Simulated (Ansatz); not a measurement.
**GaN (F-43m): converging the G0W0 gap**

Wanted: a G0W0 gap for GaN (F-43m) that is converged in bands and cutoff, or an estimate of the limit.

Main program and level: Ansatz 0.2.0; G0W0 on PBE, plane waves, PAW.

Most raw output is cut from this account.

## 1. Starting point

Symmetry: F-43m, No. 216, cubic system. Conventional cell: a = 4.507 Å, b = 4.507 Å, c = 4.507 Å, α = 90.00°, β = 90.00°, γ = 90.00°. Nearest to Ga lie 4 N at 1.95 Å. N has 4 Ga at 1.95 Å nearest. Farther neighbours and most contacts between anions are not listed.

Structure file:

```cif
data_structure
_symmetry_space_group_name_H-M 'P 1'
_symmetry_Int_Tables_number 1
_cell_length_a 3.1869
_cell_length_b 3.1869
_cell_length_c 3.1869
_cell_angle_alpha 60.000
_cell_angle_beta 60.000
_cell_angle_gamma 60.000
_cell_volume 22.89
loop_
_atom_site_label
_atom_site_type_symbol
_atom_site_fract_x
_atom_site_fract_y
_atom_site_fract_z
_atom_site_occupancy
Ga1 Ga 0.00000 0.00000 0.00000 1
N2 N 0.75000 0.75000 0.75000 1
```

The cell and positions are those that the Materials Project relaxed with its own functionals (PBE, PBE+U or r2SCAN), kept fixed. This is not the form that GaN usually takes at ambient conditions.

## 2. 95 empty bands, screening to 150 eV

Now the one-shot GW correction: screening in the RPA, then the self-energy of the levels asked for. This step takes hard PAW files.

Contents of input.yaml:

```yaml
crystal:
  lattice:
    - [0.0, 2.2535006075, 2.2535006075]
    - [2.2535006075, 0.0, 2.2535006075]
    - [2.2535006075, 2.2535006075, 0.0]
  atoms:
    - { symbol: Ga, position: [0.0, 0.0, 0.0] }
    - { symbol: "N", position: [0.75, 0.75, 0.75] }
kpoints:
  mp_grid: { grid: [10, 10, 10] }
hamiltonian:
  xc: pbe
  pseudopotentials: { kind: paw, source: ansatz }
scf:
  occupations: { method: fixed }
gw:
  n_empty_bands: 95
  ecut_chi: 150
  qp_bands: [v2, c2]
  qp_kpoints: band_edges
  screening: { model: contour_deformation }
```

On the command line:

```
ansatz run input.yaml --threads 3 --pin off --max-ram 92160MiB --backend cuda --events-out ev --progress --plain --runs-dir out --devices 1 --max-vram 13GiB
```

It took 95 s on 1 × NVIDIA H100 80GB HBM3 (shared by 6 runs) with 3 threads of AMD EPYC 7R13 (Zen 3), shared host; peak memory 1.4 GiB; 2.8 min of CPU time.

This step gave:

```yaml
bands_summed: 108
rpa_eps_infinity_on_this_mesh_eigenvalues: 5.757, 5.757, 5.757
plane_waves_in_the_screening_matrix: 113
q_points_in_the_mesh: 1000
g0w0_gap_on_the_mesh: 2.849 eV
k_of_the_valence_top: 0, 0, 0
k_of_the_conduction_bottom: 0, 0, 0
starting_gap_on_the_mesh: 1.734 eV
z_at_the_valence_top: 0.7714
z_at_the_conduction_bottom: 0.8076
least_direct_g0w0_gap_on_the_computed_points: 2.849 eV
```

The gap on the mesh goes from 1.73 eV to 2.85 eV, a correction of +1.12 eV. Between the two edge states, bare exchange in place of the xc potential would open the gap by 7.59 eV, and correlation takes back 6.47 eV.

## 3. 205 empty bands, screening to 250 eV

Bands and screening cutoff are moved together, since each hides the error of the other.

input.yaml: that of step 2 with these lines changed.

```diff
@@ -16,4 +16,4 @@
 gw:
-  n_empty_bands: 95
-  ecut_chi: 150
+  n_empty_bands: 205
+  ecut_chi: 250
   qp_bands: [v2, c2]
```

The job ended after 3.2 min (1 × NVIDIA H100 80GB HBM3 (shared by 6 runs) with 3 threads; peak memory 2 GiB).

Numbers from this step:

```
bands summed                                 : 218
RPA ε∞ on this mesh (eigenvalues)            : 5.750, 5.750, 5.750
plane waves in the screening matrix          : 181
q-points in the mesh                         : 1000
G0W0 gap on the mesh                         : 2.884 eV
k of the valence top                         : 0, 0, 0
k of the conduction bottom                   : 0, 0, 0
starting gap on the mesh                     : 1.734 eV
Z at the valence top                         : 0.7693
Z at the conduction bottom                   : 0.8065
least direct G0W0 gap on the computed points : 2.884 eV
```

Against the run with 10×10×10 mesh, 95 empty bands, screening to 150 eV, hard PAW files, the gap moves by +0.03 eV.

## 4. 384 empty bands, screening to 380 eV

input.yaml: that of step 3 with these lines changed.

```diff
@@ -16,4 +16,4 @@
 gw:
-  n_empty_bands: 205
-  ecut_chi: 250
+  n_empty_bands: 384
+  ecut_chi: 380
   qp_bands: [v2, c2]
```

The job ended after 7.9 min (1 × NVIDIA H100 80GB HBM3 (shared by 6 runs) with 3 threads; peak memory 3.7 GiB; 15 min of CPU time).

Numbers from this step:

* bands summed: 397
* RPA ε∞ on this mesh (eigenvalues): 5.743, 5.743, 5.743
* plane waves in the screening matrix: 387
* G0W0 gap on the mesh: 2.913 eV
* k of the valence top: 0, 0, 0
* k of the conduction bottom: 0, 0, 0
* starting gap on the mesh: 1.734 eV
* least direct G0W0 gap on the computed points: 2.913 eV

Against the run with 10×10×10 mesh, 205 empty bands, screening to 250 eV, hard PAW files, the gap moves by +0.03 eV.

## 5. Changing the k mesh: 12×12×12 mesh, 95 empty bands, screening to 150 eV, hard PAW files

A second mesh at equal bands and cutoff isolates the sampling error. Bands and cutoff differ from the step before, so it is read against an earlier run that matches them.

input.yaml: that of step 4 with these lines changed.

```diff
@@ -9,3 +9,3 @@
 kpoints:
-  mp_grid: { grid: [10, 10, 10] }
+  mp_grid: { grid: [12, 12, 12] }
 hamiltonian:
@@ -16,4 +16,4 @@
 gw:
-  n_empty_bands: 384
-  ecut_chi: 380
+  n_empty_bands: 95
+  ecut_chi: 150
   qp_bands: [v2, c2]
```

Run time: 5.6 min. Hardware: 1 × NVIDIA H100 80GB HBM3 (shared by 6 runs) with 3 threads; peak memory 1.7 GiB.

This step gave:

| Quantity | Value |
| --- | --- |
| bands summed | 108 |
| RPA ε∞ on this mesh (eigenvalues) | 5.697, 5.697, 5.697 |
| plane waves in the screening matrix | 113 |
| G0W0 gap on the mesh | 2.847 eV |
| k of the valence top | 0, 0, 0 |
| k of the conduction bottom | 0, 0, 0 |
| starting gap on the mesh | 1.734 eV |
| least direct G0W0 gap on the computed points | 2.847 eV |

Against the run with 10×10×10 mesh, 95 empty bands, screening to 150 eV, hard PAW files, the gap moves by −0.002 eV.

## 6. Side by side

Times are wall times on 1 × NVIDIA H100 80GB HBM3 (shared by 6 runs) with 3 threads of AMD EPYC 7R13 (Zen 3), shared host, good to a factor of about two.

```csv
mesh,files,frequency,bands summed,cutoff (eV),start (eV),G0W0 (eV),time,host memory (GiB)
10×10×10,hard PAW,contour deformation,108,150,1.734,2.849,95 s,1.4
10×10×10,hard PAW,contour deformation,218,250,1.734,2.884,3.2 min,2.0
10×10×10,hard PAW,contour deformation,397,380,1.734,2.913,7.9 min,3.7
12×12×12,hard PAW,contour deformation,108,150,1.734,2.847,5.6 min,1.7
```

The parts of the quasiparticle energy at the two band edges (eV; QP = start + Σx + Σc − Vxc):

```csv
run,edge,start,Σx,Σc,Vxc,Z,QP
108 bands,valence top,11.05,-23.81,2.92,-20.27,0.77,10.42
108 bands,conduction bottom,12.78,-11.65,-3.55,-15.69,0.81,13.27
218 bands,valence top,11.05,-23.81,2.69,-20.27,0.77,10.19
218 bands,conduction bottom,12.78,-11.65,-3.75,-15.69,0.81,13.07
397 bands,valence top,11.05,-23.81,2.56,-20.27,0.77,10.06
397 bands,conduction bottom,12.78,-11.65,-3.84,-15.69,0.81,12.98
```

## 7. Results

| Quantity | Value |
| --- | --- |
| 108 bands, 150 eV | 2.849 eV |
| 218 bands, 250 eV | 2.884 eV |
| 397 bands, 380 eV | 2.913 eV |
| estimated limit in bands and cutoff | 2.95 eV |
| mesh and start | 10×10×10, PBE |

**Reading.** A line in one over the bands through the two highest rungs gives 2.95 eV, +0.04 eV from the top rung; the pair below gives 2.92 eV, so the estimate is still climbing. The rungs stand 0.10 eV (108 bands), 0.06 eV (218 bands) and 0.04 eV (397 bands) from it. From 108 to 397 bands the gap moves by +0.06 eV while the time grows 5.0-fold. Σc changes by −0.36 eV at the valence top and −0.30 eV at the conduction bottom, so the levels themselves move more than the gap between them. On the 12×12×12 mesh in place of 10×10×10 the gap differs by −0.002 eV, of which +0.00 eV is already in the start. The cheapest rung within 0.1 eV of this estimate is that with 108 bands (95 s). Gaps are over the mesh's points; an edge off the mesh would be missed. The many-body steps are scalar-relativistic: spin-orbit coupling is not in them.

[Paths, hosts, dates, memory and timing lines, banners, echoed tables and standing remarks are left out of the program output.]

[Logs are printed without paths, hosts, clocks, repeated set-up lines and the standing remarks that a program may print on its own settings, such as how far it seeks lower states.]

[Runs of the session that timed out or met a known fault of the program may be left out.]

[Cells called generated may have been cut or substituted from an entry of the Crystallography Open Database or the Materials Project.]

[Hosts, paths, dates, database ids (printed as entryN), source tags and the programs' standing remarks are cut or masked in the printed files.]
